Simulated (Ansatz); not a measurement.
# Charge trapping in a frame of ionic liquid ethylpyridinium methanesulfonate with water from 300 K (87 atoms), part 3 of 5

Aim: add and remove one electron in a frame of ionic liquid ethylpyridinium methanesulfonate with water from 300 K (87 atoms), with atoms held and relaxed, and read trapping energy and localisation.

Ansatz 0.2.0; Kohn-Sham DFT, r2SCAN+D4, PAW (set soft_2), plane waves.

The cell: 24 C, 3 N, 45 H, 3 S and 12 O. The network of contacts between molecules at the start is that of the classical potential that made the cell. Sampling is at Γ alone, for a cell whose shortest periodic width is 10 Å. The liquid is relaxed first.

So far. Step 2 (Single point at the start): The r.m.s. force at the start is 0.82 eV/Å. Step 3 (Relaxation): The relaxation converged after 46 steps, 4.06 eV below its start, with a largest force component of 0.046 eV/Å.

**4. Single point at the relaxed geometry**

One more single point at the end of the walk gives the fuller output and checks the residual forces.

input.yaml reads:

```yaml
crystal:
  lattice:
    - [9.74801, 0.0, 0.0]
    - [0.0, 9.74801, 0.0]
    - [0.0, 0.0, 9.74801]
  atoms:
    - { symbol: C, position: [0.72584, 0.62821, 0.6347] }
    - { symbol: C, position: [0.75311, 0.72778, 0.75087] }
    - { symbol: "N", position: [0.76664, 0.86935, 0.69708] }
    - { symbol: C, position: [0.89116, 0.92753, 0.686] }
    - { symbol: C, position: [0.90464, 0.0581, 0.63291] }
    - { symbol: C, position: [0.78823, 0.1286, 0.59032] }
    [... 75 atom lines left out ...]
    - { symbol: O, position: [0.00091, 0.45773, 0.72524] }
    - { symbol: H, position: [0.10105, 0.45769, 0.73067] }
    - { symbol: H, position: [0.98312, 0.43557, 0.62949] }
    - { symbol: O, position: [0.28699, 0.44899, 0.69911] }
    - { symbol: H, position: [0.2668, 0.41603, 0.60698] }
    - { symbol: H, position: [0.32136, 0.54231, 0.68729] }
kpoints:
  mp_grid: { grid: [1, 1, 1] }
hamiltonian:
  xc: r2scan
  dispersion: d4
scf:
  occupations: { method: gaussian, width: 0.05 }
output:
  forces: true
  stress: true
  populations: true
  dos:
    method: { smearing: { sigma: 0.08 } }
    de: 0.1
    projected: { site_lists: { C: [C], H: [H], "N": ["N"], O: [O], S: [S] } }
  eigenvalues: true
  write_density: true
  write_potential: true
  volumetric_format: npy
```

Launch:

```console
> ansatz run input.yaml --threads 4 --pin off --max-ram 8192MiB --backend cpu --events-out ev --progress --plain --runs-dir out
```

The log of the run:

```text
[...]
Crystal: 87 atoms, lattice volume = 926.292 Å³
Basis set: ecut = 500 eV, 23583 PW (Γ), exchange–correlation on 288×288×288 points (64 copies of the dense FFT grid, shifted against one another)
Bands: 210, of which v1, the nominal top of the filled ones, is band 123 counted from 1 (122 counted from 0)
Symmetry: 1 space group operations
[...]
k-points: 1
[...]
SCF iter   1: F=—  HF=-17457.698242 eV  |F-HF|=—  |Δ(HF+E_count)|=         —  Δρ=8.19e-3  dr2=9.62e-1  dr2_τ=7.43e0  ethr=1.77e-3  ⟨swp⟩=5.0  Hψ=909  notcnv=0  defer=74
[...]
SCF iter  10: F=-17456.566152 eV  HF=-17456.566152 eV  |F-HF|=5.32e-8  |Δ(HF+E_count)|=   2.89e-7  Δρ=1.79e-6  dr2=3.41e-8  dr2_τ=4.76e-9  ethr=4.07e-11  ⟨swp⟩=23.0  Hψ=2030  notcnv=0
SCF 1 converged in 10 iterations: F = -17456.566152 eV  dr2 = 3.41e-8
[...]
WARN: The input density's exchange-correlation potential varies sharply where the density is thin. Do not read a vacuum level from v_tot or v_xc, or from such a field of the output density. On a cell that repeats whose density bears no net charge and no dipole along the vacuum's axis use v_es (v_loc + v_h of the components); [...]
SCF converged after 10 iterations
Free energy (F): -17456.566152 eV
[...]
Internal energy: -17456.566152 eV  (E = F + TS)
E sigma→0 (E₀):  -17456.566152 eV
Fermi energy:    0.826850 eV
[...]
--- Forces (eV/Å), atoms counted from 1 ---
  atom   1  C     -0.00226720     0.00028303     0.00002576
  atom   2  C      0.00320799    -0.00764716     0.00607564
  atom   3  N     -0.00151388     0.00053616    -0.00085591
  atom   4  C      0.00622809     0.00976306    -0.00162419
  atom   5  C     -0.00497235    -0.00172549     0.00100364
  atom   6  C      0.00078949    -0.00186865     0.00189661
  atom   7  C      0.00206253     0.00041566    -0.00124768
  atom   8  C      0.00001348     0.00336673    -0.00153184
  atom   9  H      0.00672955    -0.00230189     0.00285010
  atom  10  H      0.00012313     0.00449179    -0.00226313
  atom  11  H     -0.00443508     0.00002741     0.00306466
  atom  12  H      0.00614378     0.00039770    -0.00459744
  atom  13  H     -0.00728144     0.00294336    -0.00515375
  atom  14  H     -0.00525843    -0.00171996    -0.00066851
[...]
atom  86  H     -0.00003989     0.00168656     0.00324361
  atom  87  H     -0.00308783    -0.00775085     0.00128033
  max |Σ_I F_I| component: 1.19e-4 eV/Å
--- Stress (GPa, compression-positive) ---
       -0.699746       0.002215       0.062163
        0.002214      -0.582489       0.234888
        0.062164       0.234889      -0.460174
  P = ⅓ Tr σ = -0.5808 GPa (-5.808 kbar)
--- Band table (eV) ---
[...]
--- Löwdin populations: 87 sites ---
  site symbol       q [e]
     0      C      4.4536
     1      C      4.1442
     2      N      4.9051
[...]
86      H      0.6014
  spilling = 0.016887 (of n_electrons = 246.000000)
```

It took 23 s on 4 threads of Arm Neoverse V2, shared host; peak memory 2.1 GiB; 91 s of CPU time.

The program notes that the exchange-correlation potential is rough where the density is thin.

Numbers from this run:

```
free energy                                      : -17456.5662 eV
free energy per atom                             : -200.6502 eV/atom
SCF cycles                                       : 10
pressure                                         : -0.5808 GPa
r.m.s. force component                           : 0.00719 eV/Å
longest force                                    : 0.06419 eV/Å
Fermi energy                                     : 0.8268 eV
gap (highest filled to lowest empty level) : 2.883 eV
spilling of the projection                       : 0.01689
```

Löwdin charges by element and coordination (they lack the spilled electrons, 0.048 e an atom on average):

```csv
element,coordination,atoms,mean charge (e),spread,least,most
C,all,24,-0.183,0.233,-0.667,0.0633
C,3,15,-0.0387,0.064,-0.117,0.0633
C,4,9,-0.423,0.213,-0.667,-0.144
H,all,45,0.243,0.0616,0.189,0.403
N,all,3,0.0894,0.0043,0.0845,0.0949
O,all,12,-0.818,0.0366,-0.860,-0.735
O,1,9,-0.838,0.0126,-0.860,-0.819
O,2,3,-0.760,0.0172,-0.774,-0.735
S,all,3,2.38,0.003,2.38,2.39
```

Density of states as counts of states in windows of 1 eV (from the Fermi level), total and the larger projections:

| from (eV) | to (eV) | total | C p | O p | H s | N p | C s |
| --- | --- | --- | --- | --- | --- | --- | --- |
| -14 | -13 | 11.2 | 4.0 | 0.0 | 1.5 | 1.7 | 3.7 |
| -13 | -12 | 3.1 | 1.1 | 0.0 | 0.7 | 0.3 | 1.0 |
| -12 | -11 | 3.7 | 1.3 | 0.0 | 0.9 | 0.3 | 1.1 |
| -11 | -10 | 5.3 | 1.2 | 1.1 | 0.9 | 0.1 | 0.4 |
| -10 | -9 | 11.3 | 6.2 | 0.6 | 1.7 | 0.8 | 0.9 |
| -9 | -8 | 15.3 | 5.1 | 3.4 | 3.6 | 1.3 | 1.1 |
| -8 | -7 | 28.5 | 11.7 | 5.6 | 4.3 | 2.4 | 0.4 |
| -7 | -6 | 14.8 | 6.5 | 3.3 | 2.9 | 0.2 | 0.1 |
| -6 | -5 | 30.1 | 17.5 | 3.5 | 7.2 | 0.6 | 0.2 |
| -5 | -4 | 14.8 | 5.4 | 4.4 | 3.9 | 0.3 | 0.0 |
| -4 | -3 | 22.7 | 9.0 | 11.2 | 0.4 | 1.3 | 0.1 |
| -3 | -2 | 25.1 | 3.2 | 20.4 | 0.4 | 0.0 | 0.2 |
| -2 | -1 | 6.0 | 0.0 | 5.9 | 0.0 | 0.0 | 0.0 |
| -1 | 1 | 0.0 | 0.0 | 0.0 | 0.0 | 0.0 | 0.0 |
| 1 | 2 | 6.0 | 4.4 | 0.0 | 0.1 | 1.3 | 0.0 |
| 2 | 3 | 6.0 | 5.7 | 0.0 | 0.0 | 0.0 | 0.0 |
| 3 | 4 | 1.7 | 0.1 | 0.0 | 0.8 | 0.0 | 0.2 |
| 4 | 5 | 2.4 | 0.2 | 0.0 | 0.8 | 0.0 | 0.2 |

The curve was stored every 0.10 eV, coarse against its broadening of 0.08 eV, so these counts are rough.

Between -25 and -14 eV lie 54 more states.

The levels nearest the highest filled one (over half full), pooled over k-points and spins:

| level less the highest filled one (eV) | occupation |
| --- | --- |
| -0.927 | 2 |
| -0.883 | 2 |
| -0.851 | 2 |
| -0.237 | 2 |
| -0.0595 | 2 |
| 0 | 2 |
| 2.88 | 0 |
| 3.17 | 0 |
| 3.22 | 0 |
| 3.73 | 0 |
| 4.02 | 0 |
| 4.04 | 0 |

Electrostatic potential energy in the bc plane at fractional x = 0.670, with atoms of C and H and N and O within 0.2 Å of it. With pseudopotentials it is smooth inside the atoms' cores, unlike the true potential.

Ten even steps from '_' (-49 eV) to '@' (6 eV), each cell a mean:
```
--%%@@@@**..++==++##@@@@@@@@@@@@@@@@@@@@@@@@@@@@##::__
%%@@@@@@##==##%%%%@@@@@@@@@@@@@@@@@@@@@@@@@@@@@@@@##**
@@@@@@@@@@@@@@@@@@@@@@@@@@@@@@@@@@@@@@%%%%@@@@@@@@@@@@
@@@@@@@@@@@@@@@@@@@@@@@@@@@@@@@@@@@@%%--==%%@@@@@@@@@@
@@@@@@@@@@@@@@@@@@@@@@@@@@@@@@@@@@@@%%====%%@@@@@@@@@@
@@@@@@@@@@@@@@@@@@@@@@@@@@@@@@@@@@@@%%%%%%%%@@@@%%%%@@
%%@@@@@@@@@@@@@@@@@@@@@@@@@@@@@@@@%%%%%%%%%%%%%%**++**
**####%%@@@@@@@@@@@@@@@@@@%%%%%%##**%%%%@@@@%%**..__..
==....++%%@@@@@@@@@@@@@@@@@@%%%%++==**%%@@@@%%##..__..
--____--%%@@@@@@@@@@@@@@@@@@@@%%##++**%%@@@@@@%%**++**
##----**%%@@@@@@@@@@@@@@@@@@@@@@%%%%%%@@@@@@@@@@@@%%%%
@@%%%%@@@@@@@@@@@@@@@@@@@@@@@@@@@@@@@@@@@@@@@@@@@@@@@@
@@@@@@@@@@@@@@@@@@@@@@@@%%%%@@@@@@@@@@@@@@@@@@@@@@@@@@
@@@@@@@@@@@@@@@@@@@@@@##--++@@@@@@@@@@@@@@@@@@@@@@@@@@
@@@@@@@@@@@@@@@@@@@@##++==##@@@@@@@@@@@@@@@@@@@@@@@@@@
@@@@@@@@@@@@@@@@@@%%##==++##@@@@@@@@@@@@@@@@%%##%%%%%%
%%@@@@@@@@@@@@@@@@%%##++**%%@@@@@@@@@@@@@@@@@@##++--==
**@@@@@@@@@@@@@@%%##::..==%%@@@@@@@@@@@@@@@@@@##::____
##@@@@@@@@@@@@%%##++____..##@@@@@@@@@@@@@@@@@@%%==..::
@@@@@@@@@@@@##--..--::..==%%@@@@@@@@@@@@@@%%##****####
@@@@@@@@@@@@**..__..**##%%@@@@@@@@@@@@%%##**--::--**%%
@@@@@@@@@@@@##==::++%%@@@@@@@@@@@@@@@@**----......++%%
%%@@@@@@@@%%**----##%%@@@@@@@@@@@@@@@@##++++--::--==++
--@@@@@@@@%%++____**%%@@@@@@@@@@@@@@@@@@@@%%##**++..__
```
Columns run along b (9.7 Å; values clipped at the 3rd and 97th percentile), rows up along c (9.7 Å). Atoms in or near the plane, at fractional coordinates: C at (0.07, 0.60), C at (0.94, 0.66), H at (0.73, 0.83), N at (0.41, 0.22), H at (0.19, 0.96), C at (0.94, 0.25), O at (0.97, 0.99).

Valence density in the bc plane at fractional x = 0.670, with atoms of C and H and N and O within 0.2 Å of it. It is the smooth field of the valence electrons, not physical close to the nuclei.

Ten steps, logarithmic in the rise over the least value, from '_' (0.0 e/Å³) to '@' (6.0 e/Å³), each cell a mean:
```
%%++::::==####**++==--::..__________....::::::==**@@@@
**--..::==++++====--::..______________........::==**##
::..____..::::::......______________::----::....::----
__________________________________..==****--..........
________________________________..::==****==::........
::....____________________......::--==++++==----------
==--::::..______________..::------========----==++**++
**++++==::..____________..--==++++++++==--::--++######
####****==::____________..--==++**##**==::::--++**####
######**==::..____________..--==**##**==::..::--++****
++****++==::..______________..::==++++--..__....::--==
--====--::..__________..........::::::..________....::
..........________..::--====::..__..________________..
________________..::==++##**--..______________....____
..____________..::--++**##**--..____________::----::..
::..__________..::--++****++--..__________..--++++====
==--..________..::==******==::..__________..--++******
++--::______..::--++##%%##==::..__________..--++**####
++--..____..--==++##%%%%%%++--::..____....::--++**##**
--::____..::==****##%%%%##++--::....::--======++****++
::..____..--++######**++==--::....::--++**********++--
--..____..--++####**==--::::......::==##%%%%##****++==
**--....::--++####**==::....______::==**####******####
%%++::::--++**##**++--::..________..::========++##@@@@
```
Columns run along b (9.7 Å), rows up along c (9.7 Å). Atoms in or near the plane, at fractional coordinates: C at (0.07, 0.60), C at (0.94, 0.66), H at (0.73, 0.83), N at (0.41, 0.22), H at (0.19, 0.96), C at (0.94, 0.25), O at (0.97, 0.99).

Between filled and empty levels lie 2.88 eV (at Γ alone); a semilocal functional tends to put such gaps too low. In a disordered cell it changes from sample to sample and from frame to frame. Mean Löwdin charges: C -0.18, H +0.24, N +0.09, O -0.82, S +2.38 e (they miss 1.7 % of the electrons, so they add up to more than the cell's charge). The largest share in the top eV of filled states is O p (94 % of the projected weight), and in the lowest eV of empty states C p (81 % of the projected weight).

(Continued in part 4 of 5.)

[Logs are printed without paths, hosts, clocks, repeated set-up lines and the standing remarks that a program may print on its own settings, such as how far it seeks lower states.]

[Hosts, paths, dates, database ids (printed as entryN), source tags and the programs' standing remarks are cut or masked in the printed files.]
